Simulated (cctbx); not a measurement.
# TmCuSn2O6 with cctbx, script by script

Library: cctbx 2025.11. The data are simulated by the first script.

## 1. Simulate the data

run.py:

```python
from cctbx import adptbx, crystal, miller, sgtbx, xray
from cctbx.array_family import flex
from iotbx.shelx import hklf
from scitbx import matrix
import scitbx.random

cs = crystal.symmetry(unit_cell=(7.687, 7.687, 7.687, 90, 90, 90), space_group_symbol='Hall: -F 4 2 3')  # Fm-3m
atoms = [  # label, site, U (iso, or U11 U22 U33 U12 U13 U23 in A^2), occupancy
    ("Tm1", (0, 0, 0), 0.0102, 1),
    ("Sn1", (0.25, 0.25, 0.75), 0.0101, 0.9),
    ("Cu1", (0.5, 0, 0), 0.0134, 1),
    ("O1", (0.75, 0, 0.75), 0.0184, 1),
]
xs = xray.structure(crystal_symmetry=cs)
for label, site, u, occ in atoms:
    u = adptbx.u_cif_as_u_star(cs.unit_cell(), u) if isinstance(u, tuple) else u
    xs.add_scatterer(xray.scatterer(label, site=site, u=u, occupancy=occ))
xs.set_inelastic_form_factors(0.71073, "sasaki")
xs.show_summary()
p1 = xs.expand_to_p1()
ms = miller.build_set(p1, anomalous_flag=True, d_min=0.75)
flex.set_random_seed(700943)
scitbx.random.set_random_seed(700943)
ms = ms.select(flex.random_double(ms.size()) < 0.8)
i = ms.structure_factors_from_scatterers(p1, algorithm="direct").f_calc().as_intensity_array().data()
i = i / flex.sqrt(1 + 0.3 * i / flex.max(i))  # extinction
i = i * 20000 / flex.max(i)
sig = flex.sqrt(i + flex.pow2(0.015 * i) + 15 ** 2)
noise = scitbx.random.variate(scitbx.random.normal_distribution())(i.size())
data = ms.array(data=i + sig * noise, sigmas=sig).set_observation_type_xray_intensity()
with open("data.hkl", "w") as f:
    data.export_as_shelx_hklf(f)
print("reflections written:", data.size(), " <I/sigma> = %.1f" % flex.mean(data.data() / data.sigmas()))
for h, a, b in list(data.sort("data"))[:12]:
    print("%4d%4d%4d %9.1f %7.1f" % (h + (a, b)))
```

```console
$ python run.py
```

```text
Number of scatterers: 4
At special positions: 4
Unit cell: (7.687, 7.687, 7.687, 90, 90, 90)
Space group: F m -3 m (No. 225)
reflections written: 3648  <I/sigma> = 5.5
   0   4   0   20364.1   332.0
   0  -4   0   20214.7   332.0
   0   0  -4   20095.3   332.0
   4   0   0   19994.2   332.0
   0   0   4   19759.7   332.0
  -4   0   0   19707.7   332.0
   2   0   2   16752.6   274.9
   0   2   2   16700.4   274.9
   2  -2   0   16674.1   274.9
  -2   0  -2   16489.9   274.9
   0  -2   2   16230.2   274.9
   2   0  -2   16204.4   274.9
```

It took 0.42 s on 1 thread of Arm Neoverse N1 (shared host), peak memory 0.07 GiB.

## 2. Refinement

run.py:

```python
import math
from cctbx import adptbx, crystal, maptbx, sgtbx, xray
from cctbx.array_family import flex
from cctbx.xray import observations
from iotbx.shelx import hklf
from scitbx.lstbx import normal_eqns_solving
from smtbx import absolute_structure, utils
from smtbx.refinement import constraints, least_squares

cs = crystal.symmetry(unit_cell=(7.687, 7.687, 7.687, 90, 90, 90), space_group_symbol='Hall: -F 4 2 3')  # Fm-3m
atoms = [  # label, site, U (iso, or U11 U22 U33 U12 U13 U23 in A^2), occupancy
    ("Tm1", (0, 0, 0), 0.0200, 1),
    ("Sn1", (0.25, 0.25, 0.75), 0.0200, 1),
    ("Cu1", (0.5, 0, 0), 0.0200, 1),
    ("O1", (0.75, 0, 0.75), 0.0200, 1),
]
xs = xray.structure(crystal_symmetry=cs)
for label, site, u, occ in atoms:
    u = adptbx.u_cif_as_u_star(cs.unit_cell(), u) if isinstance(u, tuple) else u
    xs.add_scatterer(xray.scatterer(label, site=site, u=u, occupancy=occ))
xs.set_inelastic_form_factors(0.71073, "sasaki")
xs.convert_to_anisotropic()
raw = hklf.reader(file_name="data.hkl").as_miller_arrays(crystal_symmetry=cs, anomalous=True)[0]
merged = raw.eliminate_sys_absent().merge_equivalents()
fo2 = merged.array().set_observation_type_xray_intensity()
print("Rint %.3f, %d unique reflections to %.2f A" % (merged.r_int(), fo2.size(), fo2.d_min()))
for sc in xs.scatterers():
    sc.flags.set_grad_site(True)
    sc.flags.set_grad_u_aniso(sc.flags.use_u_aniso())
    sc.flags.set_grad_u_iso(sc.flags.use_u_iso())
obs = fo2.as_xray_observations()
extra = {}
rep = constraints.reparametrisation(xs, [], utils.connectivity_table(xs), **extra)
ls = least_squares.crystallographic_ls(obs, rep, weighting_scheme=least_squares.mainstream_shelx_weighting(a=0, b=0))
print("cycle     R1     wR2    GooF  max shift (A)")
for cycle in range(12):
    ls.build_up()
    r1, wr2, goof = ls.r1_factor(cutoff_factor=2)[0], ls.wR2(), ls.goof()
    old = xs.sites_cart()
    normal_eqns_solving.levenberg_marquardt_iterations(ls, n_max_iterations=3, tau=1e-06, step_threshold=1e-7)
    big = flex.max((xs.sites_cart() - old).norms())
    print("%4d %7.4f %7.4f %7.3f %9.5f" % (cycle + 1, r1, wr2, goof, big))
    ls.build_up(objective_only=True)
    if abs(ls.wR2() - wr2) < 5e-5 and big < 5e-4:
        break
ls.build_up()
print("final R1 %.4f wR2 %.4f GooF %.3f  parameters %d  data/parameter %.1f" % (ls.r1_factor(cutoff_factor=2)[0], ls.wR2(), ls.goof(), ls.n_parameters, fo2.size() / ls.n_parameters))
cov = ls.covariance_matrix_and_annotations()
su = dict(zip(cov.annotations, (math.sqrt(max(v, 0)) for v in cov.matrix.matrix_packed_u_diagonal())))
a2 = cs.unit_cell().reciprocal_parameters()[0] ** -2
print("atom        x        y        z      Ueq    occ   su(xyz)  su(Uiso or U11)")
for sc in xs.scatterers():
    s = max(su.get(sc.label + k, 0) for k in (".x", ".y", ".z"))
    npd = "" if sc.is_positive_definite_u(cs.unit_cell()) else "  NPD"
    print("%-5s %8.5f %8.5f %8.5f %8.4f %6.3f %8.5f %7.4f%s" % ((sc.label,) + sc.site + (sc.u_iso_or_equiv(cs.unit_cell()), sc.occupancy, s, su.get(sc.label + ".uiso", su.get(sc.label + ".u11", 0) * a2), npd)))
fo = fo2.f_sq_as_f()
fc = fo.structure_factors_from_scatterers(xs, algorithm="direct").f_calc()
diff = fo.f_obs_minus_f_calc(1 / math.sqrt(ls.scale_factor()), fc).average_bijvoet_mates()
m = diff.fft_map(symmetry_flags=maptbx.use_space_group_symmetry, resolution_factor=0.25).apply_volume_scaling()
print("difference map: max %.2f min %.2f rms %.2f" % (m.statistics().max(), m.statistics().min(), m.statistics().sigma()))
peaks = m.peak_search(parameters=maptbx.peak_search_parameters(min_distance_sym_equiv=0.6, max_clusters=6)).all()
near = xs.closest_distances(peaks.sites(), distance_cutoff=4)
sps = cs.special_position_settings(min_distance_sym_equiv=0.5)
for k, (x, h) in enumerate(zip(peaks.sites(), peaks.heights())):
    ss = sps.site_symmetry(x)
    print("Q%-3d %7.4f %7.4f %7.4f %4d %7.2f  %.2f A from %s" % ((k + 1,) + tuple(t % 1 for t in ss.exact_site()) + (ss.multiplicity(), h, near.smallest_distances[k], xs.scatterers()[near.i_seqs[k]].label)))
```

```console
$ python run.py
```

```text
Rint 0.020, 48 unique reflections to 0.75 A
cycle     R1     wR2    GooF  max shift (A)
   1  0.1119  0.2244  27.502   0.00000
   2  0.0285  0.0589   7.214   0.00000
final R1 0.0285 wR2 0.0589 GooF 7.214  parameters 6  data/parameter 8.0
atom        x        y        z      Ueq    occ   su(xyz)  su(Uiso or U11)
Tm1    0.00000  0.00000  0.00000   0.0069  1.000  0.00000  0.0006
Sn1    0.25000  0.25000  0.75000   0.0130  1.000  0.00000  0.0008
Cu1    0.50000  0.00000  0.00000   0.0108  1.000  0.00000  0.0013
O1     0.75000  0.00000  0.75000   0.0155  1.000  0.00000  0.0046
difference map: max 1.32 min -2.01 rms 0.41
Q1    0.0000  0.0000  0.0651   24    1.32  0.50 A from Tm1
Q2    0.0495  0.1329  0.1329   96    0.74  1.33 A from O1
Q3    0.0487  0.1365  0.3635   96    0.53  1.29 A from O1
Q4    0.0960  0.2500  0.2500   48    0.46  0.74 A from O1
Q5    0.1729  0.1729  0.3271   32    0.45  1.03 A from Sn1
Q6    0.0000  0.1782  0.2493   96    0.40  0.55 A from O1
```

Time: 0.59 s.

This run holds a fault made on purpose: disorder ignored: each site full, of its main element.

## 3. Refinement (occupancies of the disordered sites free, main element alone)

run.py, as its changes from the last script of this kind:

```diff
@@ -12,4 +12,4 @@
-    ("Tm1", (0, 0, 0), 0.0200, 1),
-    ("Sn1", (0.25, 0.25, 0.75), 0.0200, 1),
-    ("Cu1", (0.5, 0, 0), 0.0200, 1),
-    ("O1", (0.75, 0, 0.75), 0.0200, 1),
+    ("Tm1", (0, 0, 0), 0.0120, 1),
+    ("Sn1", (0.25, 0.25, 0.75), 0.0120, 1),
+    ("Cu1", (0.5, 0, 0), 0.0120, 1),
+    ("O1", (0.75, 0, 0.75), 0.0120, 1),
@@ -30,0 +31 @@
+    sc.flags.set_grad_occupancy(sc.label in ('Sn1',))
@@ -36 +37 @@
-for cycle in range(12):
+for cycle in range(20):
@@ -55,0 +57 @@
+print("su of occupancy Sn1: %.3f" % su["Sn1.occ"])
```

```console
$ python run.py
```

```text
Rint 0.020, 48 unique reflections to 0.75 A
cycle     R1     wR2    GooF  max shift (A)
   1  0.0598  0.1095  13.588   0.00000
   2  0.0116  0.0235   2.915   0.00000
   3  0.0100  0.0189   2.348   0.00000
   4  0.0103  0.0185   2.298   0.00000
final R1 0.0104 wR2 0.0185 GooF 2.295  parameters 7  data/parameter 6.9
atom        x        y        z      Ueq    occ   su(xyz)  su(Uiso or U11)
Tm1    0.00000  0.00000  0.00000   0.0094  1.000  0.00000  0.0002
Sn1    0.25000  0.25000  0.75000   0.0083  0.866  0.00000  0.0004
Cu1    0.50000  0.00000  0.00000   0.0138  1.000  0.00000  0.0005
O1     0.75000  0.00000  0.75000   0.0204  1.000  0.00000  0.0016
su of occupancy Sn1: 0.006
difference map: max 0.31 min -0.80 rms 0.14
Q1    0.0000  0.1331  0.1331   48    0.33  1.27 A from O1
Q2    0.0000  0.0000  0.3519   24    0.29  1.14 A from Cu1
Q3    0.1049  0.1888  0.1888   96    0.21  1.04 A from O1
Q4    0.0984  0.1858  0.3142   96    0.19  1.03 A from O1
Q5    0.0000  0.1361  0.3639   48    0.19  1.24 A from O1
Q6    0.0828  0.0828  0.2654   96    0.19  1.44 A from O1
```

It took 0.71 s on 1 thread of Arm Neoverse N1 (shared host), peak memory 0.09 GiB.

[Logs are printed without paths, hosts, clocks, repeated set-up lines and the standing remarks that a program may print on its own settings, such as how far it seeks lower states.]
